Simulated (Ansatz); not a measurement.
# Direct or indirect: ZnS (P6_3mc)

```
Zn S
1.0
     3.81100    0.00000    0.00000
    -1.90550    3.30042    0.00000
     0.00000    0.00000    6.23400
Zn S
2 2
Cartesian
  1.9055 1.1001 3.1170
  0.0000 2.2003 0.0000
  1.9055 1.1001 5.5171
  0.0000 2.2003 2.4001
```

Method: Ansatz, PBE, independent particles, without spin-orbit coupling, line width 0.2 eV (Gaussian). The band structure gives a fundamental gap of 2.25 eV. The spectrum of vertical transitions near the edge:

```
E (eV)  Im ε, E ∥ xy  Im ε, E ∥ z
  1.80          0.00         0.00
  1.92          0.00         0.00
  2.04          0.02         0.03
  2.16          0.09         0.11
  2.28          0.24         0.30
  2.40          0.45         0.54
  2.52          0.62         0.74
  2.64          0.75         0.89
  2.76          0.84         1.00
  2.88          0.91         1.10
  3.00          0.98         1.18
  3.12          1.04         1.26
  3.24          1.10         1.34
  3.36          1.17         1.42
  3.48          1.25         1.51
```

Task: Is the gap direct or indirect, and about where do vertical transitions set in?

Result: Direct: the band path has its least direct gap at the fundamental one, 2.25 eV, and the curves rise from there. Lines are broadened by 0.2 eV, which spreads the edge.

[Logs are printed without paths, hosts, clocks, repeated set-up lines and the standing remarks that a program may print on its own settings, such as how far it seeks lower states.]
